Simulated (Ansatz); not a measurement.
# V (Im-3m, 1 atom in the cell): phonons and vibrational spectra, part 2 of 2

Wanted: phonon frequencies of V (Im-3m, 1 atom in the cell) and what follows from them.

Ansatz 0.2.0; DFT PBE, scalar-relativistic, plane waves, norm-conserving pseudopotentials.

So far. Step 3 (Tight relaxation): The forces vanish by symmetry and the pressure is 0.005 GPa, within the tolerances set. The cell now holds 13.46 Å³/atom. The relaxed cell has a = 2.997 Å (conventional setting).

### Step 4. Phonons on a q mesh

Stability and thermal properties need the whole zone. Linear response on a 4×4×4 q mesh gives force constants as far as a supercell of that size would.

input.yaml

```yaml
crystal:
  lattice:
    - [-1.4985150194, 1.4985150194, 1.4985150194]
    - [1.4985150194, -1.4985150194, 1.4985150194]
    - [1.4985150194, 1.4985150194, -1.4985150194]
  atoms:
    - { symbol: V, position: [0.0, 0.0, 0.0] }
kpoints:
  mp_grid: { grid: [20, 20, 20] }
hamiltonian:
  xc: pbe
  pseudopotentials: { kind: nc }
scf:
  occupations: { method: methfessel_paxton, width: 0.2 }
output:
  eigenvalues: true
phonons:
  method: dfpt
  qmesh: [4, 4, 4]
  temperatures: { t_max: 1000, t_step: 50 }
  qpath:
    path:
      - [[0.0, 0.0, 0.0], [0.5, -0.5, 0.5], [0.0, 0.0, 0.5], [0.0, 0.0, 0.0], [0.25, 0.25, 0.25], [0.5, -0.5, 0.5]]
      - [[0.25, 0.25, 0.25], [0.0, 0.0, 0.5]]
    npoints: 10
```

Launch:

```console
> ansatz run input.yaml --threads 4 --pin off --max-ram 10240MiB --backend cpu --events-out ev --progress --plain --runs-dir out
```

Numbers of over 12 decimals in the logs are rounded to 6 here.

Output:

```text
[...]
Crystal: 1 atoms, lattice volume = 13.460 Å³
Basis set: ecut = 1142.878222 eV, 1205 PW (Γ), exchange–correlation on 60×60×60 points (8 copies of the dense FFT grid, shifted against one another)
Bands: 11, of which v1, the nominal top of the filled ones, is band 7 counted from 1 (6 counted from 0)
Symmetry: 48 space group operations
k-points: 256 of 8000
[...]
SCF iter   1: F=—  HF=-2089.846538 eV  |F-HF|=—  |Δ(HF+E_count)|=         —  Δρ=9.08e-2  dr2=9.08e-1  ethr=3.10e-3  ⟨swp⟩=6.4  Hψ=19217  notcnv=0
[...]
SCF iter   8: F=-2089.574887 eV  HF=-2089.574887 eV  |F-HF|=6.37e-12  |Δ(HF+E_count)|=  5.46e-12  S|Δr|=    0.00e0  Δρ=6.08e-7  dr2=9.03e-12  ethr=1.00e-12  ⟨swp⟩=8.3  Hψ=15390  notcnv=0
SCF 1 converged in 8 iterations: F = -2089.574887 eV  dr2 = 9.03e-12
NSCF: frozen V_eff on 256 k-points
[...]
DFPT response loops at q = (0, 0, 0) (fractional): preconditioner auto → Kerker (q_TF=auto, 2.713 Å⁻¹) (partly filled bands, converged f_vac=0.000); β = 1.00, the filter's whole step (`scf.mixing.beta` (0.50) is not read by the response loops under this deck's `scf.mixing.preconditioner`; to damp them name `kerker` or `kerker_dos`, under which they read `scf.mixing.beta`, and type it under 1.00, their step now; both keys bind the ground state too); Broyden in place of MSR1
[...]
phonons.qmesh, q = [0.0000, 0.2500, 0.2500]: its response loops start from zero, take more passes and end by a threshold: the memory limit or budget leaves too little room for the subspace of the ground state's own states beside the solves, or none could be made (phonons.method)
[...]
SCF converged after 8 iterations
[...]
Free energy (F): -2089.574887 eV
[...]
Internal energy: -2089.575217 eV  (E = F + TS)
E sigma→0 (E₀):  -2089.574970 eV
Entropy (-TS):   0.000330 eV (0.330 meV/atom)
Fermi energy:    16.674446 eV
[...]
--- Band table (eV; the first three rows and the last of 256) ---
  k-point 0: bands = [... 3 lower, -20.3461, 10.0703, 17.0961, 17.0961, 17.0961, 19.1061, 19.1061, 37.2496]
  k-point 1: bands = [... 3 lower, -20.3463, 10.1717, 17.0525, 17.0874, 17.1686, 19.0549, 19.1089, 37.0535]
  k-point 2: bands = [... 3 lower, -20.3467, 10.4692, 16.9279, 17.0496, 17.3825, 18.9298, 19.1185, 36.4763]
  k-point 255: bands = [... 3 lower, -20.9632, 13.6696, 13.6696, 20.4233, 20.4233, 20.4233, 26.8826, 26.8826]
--- Phonons (Γ-DFPT): 1 representative perturbation + reference (Σ response iterations 3) ---
  ASR residual: 1.395e-3 → 0.000e0 eV/Å²; symmetrization residual: 6.505e-19 eV/Å²
  ASR residual per site (eV/Å²): 1.39e-3
  Γ frequencies (cm⁻¹): 0.00 0.00 0.00
--- Phonons (arbitrary-q DFPT): 8 irreducible q on the 4×4×4 mesh ---
  q = [0.0000, 0.0000, 0.0000] (star 1, of the zone-centre solve; hermiticity 1.58e-26, symmetrization 7.77e-16): -0.00 -0.00 -0.00
  q = [0.0000, 0.0000, 0.2500] (star 12, 2 solved perturbations in 6410 linear systems a pass and spin channel, the states on 4200 of 8000 k-point pairs; hermiticity 2.55e-13, symmetrization 1.41e-13, the responses' own estimated error 1.6e-4 eV/Å²): 107.33 116.57 172.03
[...]
q = [0.2500, 0.2500, 0.2500] (star 2, 1 solved perturbation on 1116 of 8000 k-point pairs; hermiticity 5.00e-13, symmetrization 7.12e-13, the responses' own estimated error 1.9e-4 eV/Å²): 204.36 204.36 204.36
[...]
sum rule: each row above includes the acoustic sum rule's correction from the zone centre's row sums; it moved no ω² by more than (2.73 cm⁻¹)²
  mesh force constants: q→R imaginary residual 0.00e0; ASR residual 1.395e-3 → 0.000e0 eV/Å²; symmetrization residual 3.553e-15 eV/Å²
  interpolated dispersion: 62 rows × 3 modes
  density of states and harmonic sums: on the 32×32×32 q-mesh, interpolated from the force constants of a 4×4×4 supercell (no non-analytic term)
  largest difference from the sums on the solved wave vectors: F 1.66e-2 eV, S 2.00e-5 and C_V 5.81e-6 eV/K
  zero-point energy: 0.032947 eV/cell   skipped modes (ω ≤ 0): 19, of them read as no rigid motion or as one in doubt: 16 (8.057e-3 modes/cell left out, lowest -20.15 cm⁻¹)   left out of the sums: 2.72e-3 of the cell's modes: C_V's classical limit lies that fraction below 3 k_B per atom; for a crystal, a wire or a layer, F and S can be off by more, and a phonons.interpolated_qmesh denser along its periods is the remedy for the sampling
```

The job ended after 5.6 min (4 threads of Intel Xeon Platinum 8488C (Sapphire Rapids), shared host; peak memory 6.8 GiB; 21 min of CPU time).

Reading the cycles: dr2 is the Hartree energy of the density residual (eV), the measure of convergence; HF is the Harris–Foulkes estimate of the energy, which meets the free energy F at convergence.

Numbers from this step:

* sum-rule residual before enforcement: 0.001395 eV/Å²
* lowest frequency on the path: -17.47 cm⁻¹
* highest frequency on the path or at a solved wavevector: 259.9 cm⁻¹
* lowest mode on the q mesh (acoustic modes at Γ apart): 107.3 cm⁻¹

Frequencies (cm⁻¹) solved at each irreducible wavevector; negative means imaginary. Frequencies by wavevector, by row:

```tsv
q in reciprocal lattice units	star	mode 1	mode 2	mode 3
0 0 0	1	0	0	0
0 0 0.25	12	107.3	116.6	172
0 0 -0.5	6	174.2	184.1	235.3
0 0.25 0.25	24	146	165.3	228.8
0.25 0.25 0.25	2	204.4	204.4	204.4
0.25 0.25 -0.25	6	152.2	152.2	245.2
0.25 -0.5 -0.5	12	174.4	211	244.1
-0.5 -0.5 -0.5	1	259.9	259.9	259.9
```

Interpolated from a 4×4×4 q mesh. Phonon branches along the path, in cm⁻¹:

```tsv
point	branch 1	branch 2	branch 3
Γ	0	0	0
halfway	152	152	245
H	260	260	260
halfway	174	211	244
N	174	184	235
halfway	107	117	172
Γ	0	0	0
halfway	95	95	218
P	204	204	204
halfway	173	206	206
H	260	260	260
jump to P	204	204	204
halfway	171	199	211
N	174	184	235
```

The phonon branches as a text plot (rows in cm⁻¹):

```
    254 |         *******                                **
    243 |    ***   *  ** **                  *          *
    231 |       **         ****             * *        **      **
    219 |         *    **                  *   *      *     **
    208 |   *    *       *     *                ***  * *   *  *
    196 |       *       * *                    *   **      *** *
    185 |                  ******         *      **   *     *   *
    173 |                *  ***  *            *    ***       ****
    162 |                 **   *
    150 |  *  **                * *      *   *
    139 |
    127 |                          *
    115 |                        *          *
    104 |    *                   *      *
     92 |                         * *      *
     81 | *                               *
     69 |                         **
     58 |                              * *
     46 |   *                       **  *
     35 |                          *
     23 |                            * *
     11 |
      0 |*                            *
    -12 | **                        **
         Γ           H       N        Γ         P        H|P    N
```

Tetrahedra on a 32×32×32 mesh, mean over bins of 5 cm-1. Interpolated from a 4×4×4 q mesh. Table of phonon density of states by wavenumber; read off at these points:

wavenumber (cm⁻¹), phonon density of states (1/cm⁻¹/cell) and a bar:
```
      -22     0.0000 
      -12     0.0004 
       -2     0.0004 
        8     0.0005 
       18     0.0008 #
       28     0.0012 #
       38     0.0017 #
       48     0.0022 #
       58     0.0028 ##
       68     0.0034 ##
       78     0.0040 ###
       88     0.0047 ###
       98     0.0055 ####
      108     0.0064 ####
      118     0.0076 #####
      122     0.0082 ######
      132     0.0098 #######
      142     0.0121 ########
      152     0.0157 ###########
      162     0.0271 ##################
      168     0.0324 ######################
      172     0.0229 ###############
      182     0.0171 ############
      192     0.0263 ##################
      202     0.0184 ############
      212     0.0231 ################
      222     0.0445 ##############################
      232     0.0259 #################
      242     0.0084 ######
      252     0.0037 ##
      262     0.0000
```

Second derivatives of the energy by pair, one row for each kind of neighbour of each atom listed. Each entry sums the pair over the periodic images of the supercell that the q mesh stands for, and in a polar crystal it holds the long-range dipole part too. Force constants by pair, by row:

```tsv
atom	neighbour	distance (Å)	third of the trace (eV/Å²)	along the pair's line (eV/Å²)
V1	itself	0	6.345	–
V1	V	2.596	-0.6648	-1.271
V1	V	2.997	-0.1222	-0.3243
V1	V	4.238	0.0011	-0.4395
V1	V	4.97	-0.042	-0.2903
V1	V	5.191	0.0304	0.3974
V1	V	5.994	0.2391	0.8047
V1	V	6.702	-0.0228	-0.0204
```

Symmetry leaves 8 wavevectors to solve. The lowest mode among them, the acoustic zeros apart, lies at q = (0, 0, 0.25) and is real, 107 cm⁻¹. Between them the interpolated path dips to 17i cm⁻¹.

### Step 5. What came out

| Property | Result |
| --- | --- |
| space group after relaxation (within 0.01 Å) | Im-3m |
| volume per atom | 13.5 Å³ |
| electronic character | no gap on this mesh |
| lowest mode on the q mesh (acoustic modes at Γ apart) | 107 cm⁻¹ |
| highest frequency on the path or at a solved wavevector | 260 cm⁻¹ |
| imaginary modes on the 4×4×4 q mesh | none |

**Reading.** No mode is imaginary at the 8 irreducible wavevectors solved, but between them the interpolated path dips to 17.5i cm⁻¹, so stability is not settled. The interpolated path dips to 17i cm⁻¹ between the solved wavevectors, which may come from the interpolation; a denser q mesh would tell. With no gap, or one that is small against the smearing, the frequencies hang on the k mesh and the smearing, most of all near Kohn anomalies. The phonon runs are without spin polarisation, although the cell has an odd electron count. These are harmonic frequencies at zero temperature: anharmonic shifts, linewidths and thermal expansion are left out.

[Logs are printed without paths, hosts, clocks, repeated set-up lines and the standing remarks that a program may print on its own settings, such as how far it seeks lower states.]

[Hosts, paths, dates, database ids (printed as entryN), source tags and the programs' standing remarks are cut or masked in the printed files.]
